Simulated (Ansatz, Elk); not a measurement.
**BaBe3C: X-ray structure factors from the self-consistent density**

Structure refinements treat a crystal as free atoms side by side. For a made-up structure of BaBe3C (cell and positions from a PBE relaxation) the runs below show what the calculated density changes in F(hkl).

Program: Elk 11.2.3 (patched build). Level of theory: DFT, PBE, all-electron APW+lo, Dirac cores, scalar-relativistic bands, static density, no spin. Results are calculated unless marked as measured.

The structure was built from a prototype and need not be the compound's stable phase.

## (1) Starting point

It takes space group Pm-3m (No. 221, cubic). Conventional cell: a = 4.047 Å, b = 4.047 Å, c = 4.047 Å, α = 90.00°, β = 90.00°, γ = 90.00°. Nearest to Ba lie 12 Be at 2.86 Å and 8 C at 3.50 Å. Nearest to C lie 6 Be at 2.02 Å and 8 Ba at 3.50 Å. Nearest to Be lie 2 C at 2.02 Å and 8 Be at 2.86 Å and 4 Ba at 2.86 Å. Farther neighbours are not listed.

## (2) Ground state and structure factors

An all-electron density is needed, since X-rays see the cores too. Task 0 finds the density and task 195 Fourier-transforms it; tshift is off so that phases refer to the origin typed.

File elk.in:

```
tasks
  0
  195

xctype
  20

spinpol
  .false.

rgkmax
  7.0

gmaxvr
  14.0

lmaxo
  7

lmaxapw
  8

swidth
  0.002

tshift
  .false.

ramdisk
  .false.

hmaxvr
  5.5

maxscl
  120

epspot
  1e-06

sppath
  './'

avec
  7.64763666374 0.00000000000 0.00000000000
  0.00000000000 7.64763666374 0.00000000000
  0.00000000000 0.00000000000 7.64763666374

atoms
  3
  'Ba.in'
  1
  0.0000000000 -0.0000000000 -0.0000000000   0.000000 0.000000 0.000000
  'C.in'
  1
  0.5000000000 0.5000000000 0.5000000000   0.000000 0.000000 0.000000
  'Be.in'
  3
  0.5000000000 0.5000000000 -0.0000000000   0.000000 0.000000 0.000000
  0.5000000000 0.0000000000 0.5000000000   0.000000 0.000000 0.000000
  -0.0000000000 0.5000000000 0.5000000000   0.000000 0.000000 0.000000

ngridk
  6 6 6
```

On the command line:

```sh
$ OMP_NUM_THREADS=4 elk
```

Numbers of over 12 decimals in the logs are rounded to 6 here.

What it wrote:

```text
┌─────────────────────────┐
│ Elk code version 11.2.3 │
└─────────────────────────┘

All units are atomic (Hartree, Bohr, etc.)

┌─────────────────────────────────────────────────┐
│ Ground-state run starting from atomic densities │
└─────────────────────────────────────────────────┘

Lattice vectors :
   7.647636664       0.000000000       0.000000000
   0.000000000       7.647636664       0.000000000
   0.000000000       0.000000000       7.647636664

Reciprocal lattice vectors :
  0.8215852274       0.000000000       0.000000000
   0.000000000      0.8215852274       0.000000000
   0.000000000       0.000000000      0.8215852274

Unit cell volume      :    447.2823281
Brillouin zone volume :   0.5545719065

Muffin-tin inner radius fraction :   0.1000000000E-01

Nuclei treated as point charges

Species : 1 (Ba)
 parameters loaded from : Ba.in
 name : barium
 nuclear charge    :   -56.00000000
 electronic charge :    56.00000000
 atomic mass :    250331.8071
 muffin-tin radius :    2.800000000
 number of radial points in muffin-tin :   1393
 inner part over the whole radius :   0.9950032293E-02
 number on inner part of muffin-tin    :    996
 approximate nuclear radius :   0.9171481901E-04
 number of mesh points to nuclear radius :    504
 atomic positions (lattice), magnetic fields (Cartesian) :
  1 :   0.00000000  0.00000000  0.00000000    0.00000000  0.00000000  0.00000000

Species : 2 (C)
 parameters loaded from : C.in
 name : carbon
 nuclear charge    :   -6.000000000
 electronic charge :    6.000000000
 atomic mass :    21894.16674
 muffin-tin radius :    1.800000000
 number of radial points in muffin-tin :    593
 inner part over the whole radius :   0.9914778686E-02
 number on inner part of muffin-tin    :    406
 approximate nuclear radius :   0.4747601631E-04
 number of mesh points to nuclear radius :    166
 atomic positions (lattice), magnetic fields (Cartesian) :
  1 :   0.50000000  0.50000000  0.50000000    0.00000000  0.00000000  0.00000000

Species : 3 (Be)
 parameters loaded from : Be.in
 name : beryllium
 nuclear charge    :   -4.000000000
 electronic charge :    4.000000000
 atomic mass :    16428.20280
 muffin-tin radius :    1.800000000
 number of radial points in muffin-tin :    593
 inner part over the whole radius :   0.9826427374E-02
 number on inner part of muffin-tin    :    403
 approximate nuclear radius :   0.4290726161E-04
 number of mesh points to nuclear radius :    156
 atomic positions (lattice), magnetic fields (Cartesian) :
  1 :   0.50000000  0.50000000  0.00000000    0.00000000  0.00000000  0.00000000
  2 :   0.50000000  0.00000000  0.50000000    0.00000000  0.00000000  0.00000000
  3 :   0.00000000  0.50000000  0.50000000    0.00000000  0.00000000  0.00000000

Total number of atoms per unit cell :    5
Total muffin-tin volume :    189.6684205
 ratio of muffin-tin to unit cell volume :   0.4240463093

Spin treatment :
 spin-unpolarised

Number of Bravais lattice symmetries :   48
Number of crystal symmetries         :   48
Crystal has inversion symmetry
Real symmetric eigensolver will be used

k-point grid :      6     6     6
k-point offset :    0.000000000       0.000000000       0.000000000
k-point set is reduced with full crystal symmetry group
Total number of k-points :       20

Muffin-tin radius times maximum |G+k| :    7.000000000
 using average radius
Maximum |G+k| for APW functions       :    3.500000000
Maximum (1/2)|G+k|²                   :    6.125000000
Maximum |G| for potential and density :    14.00000000
Constant for pseudocharge density :   10
 order of it for each species :   17  17  17
 order of it for pair densities of each species (exact exchange by exxq0 0: 18) :   17   7   7
Radial integration step length :    1

G-vector grid sizes :     35    35    35
Number of G-vectors :    20719

Maximum angular momentum used for
 APW functions            :    8
 outer part of muffin-tin :    7
 inner part of muffin-tin :    2

Total nuclear charge    :   -74.00000000
[...]
correlation                 :     -3.683469
 electron entropic           :    -0.13910971550597E-02
 total energy                :     -8224.4781345862

Density of states at Fermi energy :    109.2389849
 (states/Hartree/unit cell)

Estimated indirect band gap :   0.1396552370E-02
 from k-point 13 to k-point 16
Estimated direct band gap   :   0.3852578709E-02
 at k-point 16

Charges :
 core                        :    44.00000000
 valence                     :    30.00000000
 interstitial                :    6.577216908
 muffin-tins (core leakage)
  species : 1 (Ba)
   atom 1                    :    53.97334778     (  0.5350228562E-05)
  species : 2 (C)
[...]
species : 3 (Be)
[...]
total in muffin-tins        :    67.42278309
 total calculated charge     :    73.99645329
 total charge                :    74.00000000
 error                       :   0.3546706701E-02

RMS change in Kohn-Sham potential (target) :    5.731017762     (  0.1000000000E-05)
Absolute change in total energy (target)   :    2.043750453     (  0.1000000000E-03)

[... loops 3 to 14 left out ...]

┌──────────────────┐
│ Loop number : 15 │
└──────────────────┘

Energies :
 Fermi                       :     0.318065
 sum of occupied eigenvalues :     -5042.2514754687
 electron kinetic            :      8769.8938808671
 core electron kinetic       :      8495.6562710848
 Coulomb                     :     -16779.033876772
 Coulomb potential           :     -13535.052338872
 nuclear-nuclear             :     -688.29394947888
 electron-nuclear            :     -18655.705708978
 Hartree                     :      2564.9657816841
 Madelung                    :     -10011.507707336
 xc potential                :     -277.09301746420
 exchange                    :     -208.74027555940
 correlation                 :     -3.689532
 electron entropic           :    -0.16518511646470E-02
 total energy                :     -8221.5714556846

Density of states at Fermi energy :    130.2440436
 (states/Hartree/unit cell)

Estimated indirect band gap :   0.1156174033E-02
 from k-point 13 to k-point 14
Estimated direct band gap   :   0.6969364434E-02
 at k-point 16

Charges :
 core                        :    44.00000000
 valence                     :    30.00000000
 interstitial                :    6.672913422
 muffin-tins (core leakage)
  species : 1 (Ba)
[...]
species : 2 (C)
[...]
species : 3 (Be)
[...]
total in muffin-tins        :    67.32708658
 total calculated charge     :    73.99662433
 total charge                :    74.00000000
 error                       :   0.3375669797E-02

RMS change in Kohn-Sham potential (target) :   0.8211169697E-06 (  0.1000000000E-05)
Absolute change in total energy (target)   :   0.3889138861E-04 (  0.1000000000E-03)

Convergence targets achieved

┌──────────────────┐
│ Loop number : 16 │
└──────────────────┘

Energies :
 Fermi                       :     0.318065
 sum of occupied eigenvalues :     -5042.2514702625
 electron kinetic            :      8769.8938811838
 core electron kinetic       :      8495.6562712848
 Coulomb                     :     -16779.033874302
 Coulomb potential           :     -13535.052337504
 nuclear-nuclear             :     -688.29394947888
 electron-nuclear            :     -18655.705705144
 Hartree                     :      2564.9657803207
 Madelung                    :     -10011.507705550
 xc potential                :     -277.09301394204
 exchange                    :     -208.74027552545
 correlation                 :     -3.689532
 electron entropic           :    -0.16518511416203E-02
 total energy                :     -8221.5714528612

Density of states at Fermi energy :    130.2440417
 (states/Hartree/unit cell)

Estimated indirect band gap :   0.1156173494E-02
 from k-point 13 to k-point 14
Estimated direct band gap   :   0.6969364725E-02
 at k-point 16

Charges :
 core                        :    44.00000000
 valence                     :    30.00000000
 interstitial                :    6.672913342
 muffin-tins (core leakage)
  species : 1 (Ba)
[...]
species : 2 (C)
[...]
species : 3 (Be)
   atom 1                    :    2.706863974     (  0.1116142064E-02)
   atom 2                    :    2.706863974     (  0.1116142064E-02)
   atom 3                    :    2.706863974     (  0.1116142064E-02)
 total in muffin-tins        :    67.32708666
 total calculated charge     :    73.99662433
 total charge                :    74.00000000
 error                       :   0.3375669636E-02

┌──────────────────────────────┐
│ Self-consistent loop stopped │
└──────────────────────────────┘

Warning : core states of species 3 leak from the muffin-tin :   0.1116142064E-02

Wrote STATE.OUT
```

The job ended after 19 s (4 threads of Arm Neoverse V1, shared host; peak memory 0.16 GiB; 47 s of CPU time).

SFACRHO.OUT:

```text

h k l indices transformed by vhmat matrix:
   1.000000000       0.000000000       0.000000000    
   0.000000000       1.000000000       0.000000000    
   0.000000000       0.000000000       1.000000000    

      h      k      l  multipl.   |H|            Re(F)            Im(F)           |F|

      0      0      0      1   0.0000000       73.999999     -0.56934943E-17   73.999999    
     -1      0      0      6  0.82158523       42.011917     -0.99945587E-15   42.011917    
      1     -1      0     12   1.1618970       48.014092      0.99007518E-15   48.014092    
     -1     -1     -1      8   1.4230274       46.051155      0.53477182E-15   46.051155    
      0      0     -2      6   1.6431705       50.162712      0.16500826E-14   50.162712    
     -1     -2      0     24   1.8371204       35.481288     -0.13666691E-14   35.481288    
      1     -2      1     24   2.0124646       39.140862     -0.38399543E-15   39.140862    
      0      2     -2     12   2.3237939       43.005448     -0.16920336E-14   43.005448    
      0     -3      0      6   2.4647557       31.461152     -0.20581944E-14   31.461152    
     -1      2     -2     24   2.4647557       31.520471     -0.39970876E-15   31.520471    
      3      1      0     24   2.5980806       34.694455     -0.10248340E-14   34.694455    
      1     -3      1     24   2.7248899       36.043449      0.90937897E-16   36.043449    
     -2      2      2      8   2.8460547       38.925407     -0.12221996E-14   38.925407    
     -3      2      0     24   2.9622677       28.748349     -0.12741437E-14   28.748349    
     -3      1      2     48   3.0740904       31.694031      0.86565308E-15   31.694031    
      0     -4      0      6   3.2863409       35.986343      0.21869851E-14   35.986343    
      2     -2     -3     24   3.3874827       26.642437     -0.10670387E-14   26.642437    
      4     -1      0     24   3.3874827       26.632387      0.35374293E-15   26.632387
```

Elk indexes on the primitive cell of elk.in and gives |H| = 4π sin θ/λ in inverse bohr. Below, one row stands for each form hkl of the conventional cell (m members, Friedel mates merged), F is for one primitive cell and the density is static (no thermal factor). Free-atom factors are Waasmaier and Kirfel's, and R is Σm||F|−|F'||/Σm|F|.

| hkl | m | sin θ/λ (Å⁻¹) | abs F, DFT | neutral atoms | diff. |
| --- | --- | --- | --- | --- | --- |
| 100 | 6 | 0.123 | 42.012 | 42.067 | -0.055 |
| 110 | 12 | 0.175 | 48.014 | 47.917 | +0.097 |
| 111 | 8 | 0.214 | 46.051 | 46.259 | -0.208 |
| 200 | 6 | 0.247 | 50.163 | 50.114 | +0.049 |
| 210 | 24 | 0.276 | 35.481 | 35.462 | +0.019 |
| 211 | 24 | 0.303 | 39.141 | 39.240 | -0.099 |
| 220 | 12 | 0.349 | 43.005 | 43.077 | -0.072 |
| 300 | 6 | 0.371 | 31.461 | 31.478 | -0.017 |
| 221 | 24 | 0.371 | 31.520 | 31.478 | +0.042 |
| 310 | 24 | 0.391 | 34.694 | 34.678 | +0.017 |
| 311 | 24 | 0.410 | 36.043 | 36.025 | +0.018 |
| 222 | 8 | 0.428 | 38.925 | 38.958 | -0.033 |
| 320 | 24 | 0.446 | 28.748 | 28.730 | +0.018 |
| 321 | 48 | 0.462 | 31.694 | 31.674 | +0.020 |
| 400 | 6 | 0.494 | 35.986 | 35.953 | +0.033 |
| 322 | 24 | 0.509 | 26.642 | 26.595 | +0.047 |
| 410 | 24 | 0.509 | 26.632 | 26.595 | +0.037 |
| 411 | 24 | 0.524 | 29.472 | 29.410 | +0.062 |
| 330 | 12 | 0.524 | 29.466 | 29.410 | +0.056 |
| 331 | 24 | 0.538 | 30.862 | 30.867 | -0.006 |
| 420 | 24 | 0.552 | 33.555 | 33.548 | +0.006 |
| 421 | 48 | 0.566 | 24.911 | 24.850 | +0.061 |

## (3) The highest occupied states alone

An energy window below the Fermi level keeps the highest occupied states, to see at which angles they scatter; shallow core shells can lie inside it and anion s states outside. No new self-consistency is needed.

Edit elk.in of step 2 so:

```diff
@@ -1,3 +1,2 @@
 tasks
-  0
   195
@@ -40,2 +39,5 @@
 
+wsfac
+  -0.233170 0.618070
+
 sppath
```

On the command line:

```sh
$ OMP_NUM_THREADS=4 elk
```

What it wrote:

```text
┌─────────────────────────────────┐
│ Elk code version 11.2.3 started │
└─────────────────────────────────┘

Info(readinput): the functional depends on the density's gradient
 muffin-tin radial points multiplied by    2.00000
 (not where nrmtscf is given)

┌────────────────────┐
│ Current task : 195 │
└────────────────────┘

Info(sfacrho): density structure factors written to SFACRHO.OUT

 Energy window :  -0.2331700000      0.6180700000

┌──────────────────┐
│ Elk code stopped │
└──────────────────┘
```

Elapsed: 7.7 s, on 4 threads; peak memory 0.16 GiB.

States within 15 eV below the Fermi level hold 18.00 electrons; any levels below the window count with the cores. Their amplitudes can exceed the total, where window and core parts have opposite phase:

| hkl | sin θ/λ (Å⁻¹) | abs F, window | abs F, all |
| --- | --- | --- | --- |
| 100 | 0.123 | 0.035 | 42.012 |
| 110 | 0.175 | 3.888 | 48.014 |
| 111 | 0.214 | 0.009 | 46.051 |
| 200 | 0.247 | 1.876 | 50.163 |
| 210 | 0.276 | 0.518 | 35.481 |
| 211 | 0.303 | 0.541 | 39.141 |
| 220 | 0.349 | 0.026 | 43.005 |
| 300 | 0.371 | 0.488 | 31.461 |
| 221 | 0.371 | 0.429 | 31.520 |
| 310 | 0.391 | 0.016 | 34.694 |

## (4) Another functional

The difference from free atoms is small, so it is set against the change that PBEsol makes.

Edit elk.in of step 3 so:

```diff
@@ -1,2 +1,3 @@
 tasks
+  0
   195
@@ -4,3 +5,3 @@
 xctype
-  20
+  22
 
@@ -39,5 +40,2 @@
 
-wsfac
-  -0.233170 0.618070
-
 sppath
```

On the command line:

```sh
$ OMP_NUM_THREADS=4 elk
```

What it wrote:

```text
┌─────────────────────────┐
│ Elk code version 11.2.3 │
└─────────────────────────┘

All units are atomic (Hartree, Bohr, etc.)

┌─────────────────────────────────────────────────┐
│ Ground-state run starting from atomic densities │
└─────────────────────────────────────────────────┘

Lattice vectors :
   7.647636664       0.000000000       0.000000000
   0.000000000       7.647636664       0.000000000
   0.000000000       0.000000000       7.647636664

Reciprocal lattice vectors :
  0.8215852274       0.000000000       0.000000000
[...]
species : 1 (Ba)
[...]
species : 2 (C)
[...]
species : 3 (Be)
[...]
atom 2                    :    2.703521218     (  0.1159479591E-02)
   atom 3                    :    2.703521218     (  0.1159479591E-02)
 total in muffin-tins        :    67.30515364
 total calculated charge     :    73.99649826
 total charge                :    74.00000000
 error                       :   0.3501736692E-02

┌──────────────────────────────┐
│ Self-consistent loop stopped │
└──────────────────────────────┘

Warning : core states of species 3 leak from the muffin-tin :   0.1159479591E-02

Wrote STATE.OUT
[key lines of the parts left out:]
total energy                :     -8217.9660084656
```

Elapsed: 19 s, on 4 threads; peak memory 0.16 GiB.

Against the first run R = 0.02 %; the largest change is -0.028 at 200.

## (5) Basis size

The basis and the expansions that go with it are enlarged, to see whether the differences are converged.

Edit elk.in of step 4 so:

```diff
@@ -5,3 +5,3 @@
 xctype
-  22
+  20
 
@@ -11,12 +11,12 @@
 rgkmax
-  7.0
+  8.5
 
 gmaxvr
-  14.0
+  18.0
 
 lmaxo
-  7
+  9
 
 lmaxapw
-  8
+  10
```

On the command line:

```sh
$ OMP_NUM_THREADS=4 elk
```

What it wrote:

```text
┌─────────────────────────┐
│ Elk code version 11.2.3 │
└─────────────────────────┘

All units are atomic (Hartree, Bohr, etc.)

┌─────────────────────────────────────────────────┐
│ Ground-state run starting from atomic densities │
└─────────────────────────────────────────────────┘

Lattice vectors :
   7.647636664       0.000000000       0.000000000
   0.000000000       7.647636664       0.000000000
   0.000000000       0.000000000       7.647636664

Reciprocal lattice vectors :
  0.8215852274       0.000000000       0.000000000
[...]
species : 1 (Ba)
[...]
species : 2 (C)
[...]
species : 3 (Be)
[...]
atom 2                    :    2.707297210     (  0.1116226475E-02)
   atom 3                    :    2.707297210     (  0.1116226475E-02)
 total in muffin-tins        :    67.33052175
 total calculated charge     :    73.99665085
 total charge                :    74.00000000
 error                       :   0.3349152841E-02

┌──────────────────────────────┐
│ Self-consistent loop stopped │
└──────────────────────────────┘

Warning : core states of species 3 leak from the muffin-tin :   0.1116226475E-02

Wrote STATE.OUT
[key lines of the parts left out:]
total energy                :     -8221.5723650046
```

It took 51 s on 4 threads; peak memory 0.3 GiB.

Against the first run R = 0.00 %; the largest change is +0.003 at 500.

## (6) Settings against the effect

| run | R against the first run (%) | R against neutral atoms, low angle (%) | wall time |
| --- | --- | --- | --- |
| PBE, rgkmax 7 | 0.00 | 0.17 | 19 s |
| PBEsol | 0.02 | 0.16 | 19 s |
| rgkmax 8.5 with larger expansions | 0.00 | 0.17 | 51 s |

## (7) Results

```yaml
r_against_neutral_atoms_sin_theta_lambda_0p3_a_minus1: 0.17 %
r_against_neutral_atoms_0p3_to_0p82_a_minus1: 0.17 %
```

**Reading.** Independent neutral atoms miss the calculated amplitudes by R = 0.17 % below 0.3 Å⁻¹ and 0.17 % from there to 0.82 Å⁻¹; by shells, 0.13 % below 0.15 Å⁻¹ (1 form), 0.17 % 0.15 to 0.3 (4 forms), 0.12 % 0.3 to 0.45 (8 forms), 0.18 % above 0.45 (38 forms). Bonding, aspherical density and the tables' own atoms all enter these figures, and the runs don't part them. The largest change of an amplitude is -0.21 electrons, at 111. The window's part falls from 18.0 electrons at the origin to at most 0.25 between 0.45 and 0.82 Å⁻¹. The window holds more than the 12 outer electrons of the free atoms, so shallow core shells lie inside it. Below 0.3 Å⁻¹ the changes that finished (PBEsol and rgkmax 8.5 with larger expansions) move F by R = 0.02 % at most, against the 0.17 % that separates it from free atoms. The k-mesh has no finished test. Part of the difference isn't bonding: the tables are fits to free atoms and ions calculated by other methods than this functional. Thermal motion, anomalous dispersion and extinction are left out.

[Logs are printed without paths, hosts, clocks, repeated set-up lines and the standing remarks that a program may print on its own settings, such as how far it seeks lower states.]

[Hosts, paths, dates, database ids (printed as entryN), source tags and the programs' standing remarks are cut or masked in the printed files.]
